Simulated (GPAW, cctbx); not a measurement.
# How far are the atoms of Ni2Bi from free atoms?

Question: by how much does bonding change the X-ray structure factors of Ni2Bi, and what does a routine refinement make of it?

The start was made by putting kin elements into a known structure type; the compound need not exist, or be stable, in this form. All numbers below are calculated.

### 1. Find the equilibrium geometry

The density hangs on the geometry, so cell and atoms are relaxed first, with the symmetry held. The cutoff is set higher than for the density because stress converges slowly with plane waves.

Settings: GPAW 26.7.0, PBE, 570 eV, 6×5×5 k-points (along the axes of the calculation cell), Fermi–Dirac width 0.1 eV, spin-polarised, BFGS to 0.03 eV/Å.

```text
cell
1.0
     0.000000000    0.000000000    3.033000000
     4.278000000    0.000000000    0.000000000
    -2.139000000    3.704856677    0.000000000
Bi Ni
1 2
Direct
0.000000000 0.000000000 0.000000000
0.493200000 0.666666667 0.333333333
0.506800000 0.333333333 0.666666667
```

```console
$ OMP_NUM_THREADS=1 mpirun -n 4 gpaw python run.py > gpaw.log
```

```text
BFGS:    0      -18.227866        1.179290
BFGS:    1      -18.247039        1.076862
BFGS:    2      -18.358137        0.418748
BFGS:    3      -18.393259        0.559602
...
BFGS:    6      -18.448701        0.250158
BFGS:    7      -18.456488        0.088139
BFGS:    8      -18.457421        0.005162
cell  3.4866 4.0858 4.0858  120.00 90.00 90.00
volume 50.407 A^3, largest force 0.004 eV/A, largest stress 0.05 GPa
```

The cell moved far, while the k-mesh and basis were chosen for the start, so the final shape may be somewhat biased.

After 8 steps the volume has changed by +4.9 % and the energy by -0.230 eV; the largest stress left is 0.05 GPa. It took 94 s on 4 cores of Intel(R) Xeon(R) Platinum 8488C (Sapphire Rapids) (shared host), peak memory 1 GiB.

Relaxed structure: P-3m1 (no. 164), a = 4.0858 Å, b = 4.0858 Å, c = 3.4866 Å, α = 90.00°, β = 90.00°, γ = 120.00°.

```csv
atom,mult.,x,y,z
Bi1,1,0,0,0
Ni1,2,2/3,1/3,0.4937
```

### 2. Density and charge transfer

X-rays see the whole electron density, so the PAW density is rebuilt with its core regions. Subtracting spherical free atoms from the same code cancels the cores and leaves the deformation density Δρ, the part due to bonding.

Settings: PBE, 450 eV, 7×7×7 k-points, Fermi–Dirac width 0.1 eV, spin-polarised; primitive cell of 3 atoms.

```console
$ OMP_NUM_THREADS=1 mpirun -n 4 gpaw python run.py > gpaw.log
```

```text
|iter:   1|       0s |  -20.497865 | +0.21 |       |  +3.0028|
|iter:   2|       1s |  -19.047899 | -1.80 | -0.88 |  +2.8734|
|iter:   3|       2s |  -18.147066 | -1.71 | -1.01 |  +2.3985|
...
|iter:  17|      16s |  -18.361436c| -6.21 | -4.39c|  +0.1380|
|iter:  18|      17s |  -18.361387c| -7.12 | -4.81c|  +0.1321|
|iter:  19|      18s |  -18.361369c| -8.02c| -5.32c|  +0.1298|
```

```text
grid (36, 40, 40)  electrons 139.000  moved by bonding 0.500 e
deformation density beyond 0.5 A of the nuclei: max 0.267, min -0.057 e/A^3
atom        x       y       z   Voronoi charge  moment
Bi1    0.0000  0.0000  0.0000      0.344       0.00
Ni2    0.4937  0.6667  0.3333     -0.172       0.07
Ni3    0.5063  0.3333  0.6667     -0.172       0.07
mean inner potential of superposed free atoms 24.663 V
total magnetic moment 0.130 muB
```

Deformation density in a plane through the shortest contact of the Ni atom at the origin, in 0.01 e/Å³ (clipped at ±99); x from -1.6 to 4.0 Å, y from 2.4 down to -2.4 Å:

```text
  4   .   1   0   0   0  -1  -2  -2  -1   0   0   0   4   .   6
  .   .   .  -1  -1   0  -1  -3  -3  -1   0  -1  -1   .   .   .
  2   .   5   0   1   0  -1  -2  -2  -1   0   1   1   5   7   3
 -3   0   4   5   3   1   0   0   0   0   0   3   5   4  -1  -2
  0   2   4   5   2  -3  -2   1   1  -2  -3   2   5   4   2   0
  0   1   0   5   .   7   1   3   3   1   6   .   5   0   1   0
 -1   0  -3   6   .   .   6   5   5   6   .   .   6  -3   0  -1
  0   1   0   5   .   6   1   3   3   1   7   .   5   0   1   0
  0   2   4   5   2  -3  -2   1   1  -2  -3   2   5   4   2   0
 -2  -1   4   5   3   0   0   0   0   0   1   3   5   4   0  -3
  3   7   5   1   1   0  -1  -2  -2  -1   0   1   0   5   .   2
  .   .   .  -1  -1   0  -1  -3  -3  -1   0  -1  -1   .   .   .
  6   .   4   0   0   0  -1  -2  -2  -1   0   0   0   1   .   4
```

Atoms in or within 0.15 Å of the plane: Ni (0.0, 0.0), Ni (3.5, 2.0), Ni (3.5, -2.0), Ni (-1.2, 2.0), Ni (-1.2, -2.0), Ni (2.4, 0.0) Å. Dots mark points within about 0.45 Å of a nucleus; large values next to them are atomic features.

Ni gains most (-0.17 e) and Bi loses most (+0.34 e), which isn't the order of electronegativity: valence and coordination count too, and Voronoi cells cut space at the midplane whatever the atoms' sizes. Along the shortest contact from the Ni atom at the map's origin, Ni–Ni at 2.36 Å, Δρ is +0.06 e/Å³ at the midpoint: a modest build-up. At the midpoints of other shortest contacts it is 0.00 (Bi–Ni, 2.92 Å) e/Å³. Point values carry grid noise of about 0.01 e/Å³. The cell's moment is 0.13 μB; the largest inside an atomic sphere is 0.07 μB. The run needed 19 iterations, 24 s.

### 3. From the density to structure factors

The Fourier components of Δρ, added to those of the free atoms, give the static X-ray structure factors; the Mott–Bethe relation turns them into the Fourier components V of the potential that fast electrons feel.

```text
static structure factors of the conventional cell: F in electrons, V (Mott-Bethe) in volts
   h  k  l      d  |F| table  |F| free   |F| DFT   change   |V| free  |V| DFT  change %
   1  0  0  3.5384    50.801    50.756    50.473   -0.284     4.832    5.154      6.7
   0  0  1  3.4866    26.531    26.491    25.981   -0.510     0.611    1.175     92.2
   1  0  1  2.4835    93.703    93.588    93.710    0.122    10.833   10.765     -0.6
   1  0 -1  2.4835    90.663    90.559    90.663    0.104    10.372   10.314     -0.6
   1  1  0  2.0429   107.777   107.520   107.631    0.111    11.947   11.904     -0.4
   2  0  0  1.7692    44.427    44.539    44.525   -0.014     2.977    2.981      0.1
   1  1  1  1.7626    25.167    25.398    25.331   -0.068     0.465    0.484      4.1
   0  0  2  1.7433   101.559   101.312   101.309   -0.003    10.366   10.367      0.0
   2  0  1  1.5777    78.072    77.968    78.005    0.037     7.036    7.027     -0.1
   2  0 -1  1.5777    80.567    80.449    80.492    0.044     7.346    7.336     -0.1
   1  0  2  1.5638    40.521    40.627    40.625   -0.002     2.360    2.361      0.0
   1  0 -2  1.5638    45.481    45.559    45.556   -0.003     2.975    2.975      0.0
   2  1  0  1.3374    40.923    40.968    40.891   -0.077     2.282    2.295      0.6
   1  1  2  1.3261    89.445    89.308    89.359    0.050     7.918    7.910     -0.1
```

The largest X-ray change is -0.51 e on 001, 1.9 % of |F|. For electrons V goes as (Z − F)/g², so a change of F counts against Z − F, which is small at low angle and wherever the atoms' terms cancel: |V| of 001 moves by +92.2 % (0.61 to 1.18 V) against -1.9 % in |F|. The last three rows change by 0.08 e or less, against 0.51 e at the top: the effect is concentrated at low angle. The tabulated Hartree–Fock atoms differ from the free DFT atoms by up to 0.26 e, so the choice of reference atom matters too.

### 4. Refining ordinary atoms against data with bonding

Routine crystallography fits spherical atoms. To see the bias, intensities are simulated from tabulated atoms plus the DFT change ΔF, so that bonding alone can misfit (1710 reflections of the full sphere, merged to the counts below, to 0.5 Å, 1 % proportional noise plus counting noise, assumed isotropic U as listed, Δρ smeared by the mean U) and refined with cctbx over different ranges.

```csv
range,data,R1,GooF,U Bi1 (true 0.0028),U Ni1 (true 0.0042),largest shift (Å),"Δρ max, min (e/Å³)"
all data,184,0.0024,0.97,0.0028,0.0042,0.0001,"0.39, -0.41"
"low resolution, d > 0.84",47,0.0025,1.09,0.0028,0.0041,0.0003,"0.17, -0.22"
"high order, d < 0.75",123,0.0023,0.90,0.0028,0.0042,0.0003,"0.42, -0.26"
"occupancies free, d > 0.7",74,0.0022,0.95,0.0028,0.0044,0.0001,"0.17, -0.21"
```

With all data GooF is 0.97, so at this noise the bonding hardly shows; the top residual peak lies 0.38 Å from Ni and 2.40 Å from Ni. No U is off by more than 3 s.u. at low resolution. With Bi1 held at 1 and the scale free, the other occupancies refine to Ni1 1.005(0.001), on sites that are all full: they absorb part of the misfit, and only ratios to the fixed site mean anything.

### 5. Answer

Bonding moves 0.50 e in the primitive cell of Ni2Bi and changes the structure factors of the conventional cell in the table above by at most 0.51 e (001, 1.9 %). The shortest bond, Ni–Ni, has Δρ = +0.06 e/Å³ at its midpoint. With all data GooF is 0.97, so at this noise the bonding hardly shows. Limits: static density, frozen cores, no spin–orbit coupling; a ferromagnetic start is the only order tried, and the real ground state may be antiferromagnetic or insulating.

[Outputs are excerpts: Python notices, other lines and further rows are left out; steps that failed or that the build refused (PBEsol, TPSS) are not shown.]

[Logs are printed without paths, hosts, clocks, repeated set-up lines and the standing remarks that a program may print on its own settings, such as how far it seeks lower states.]
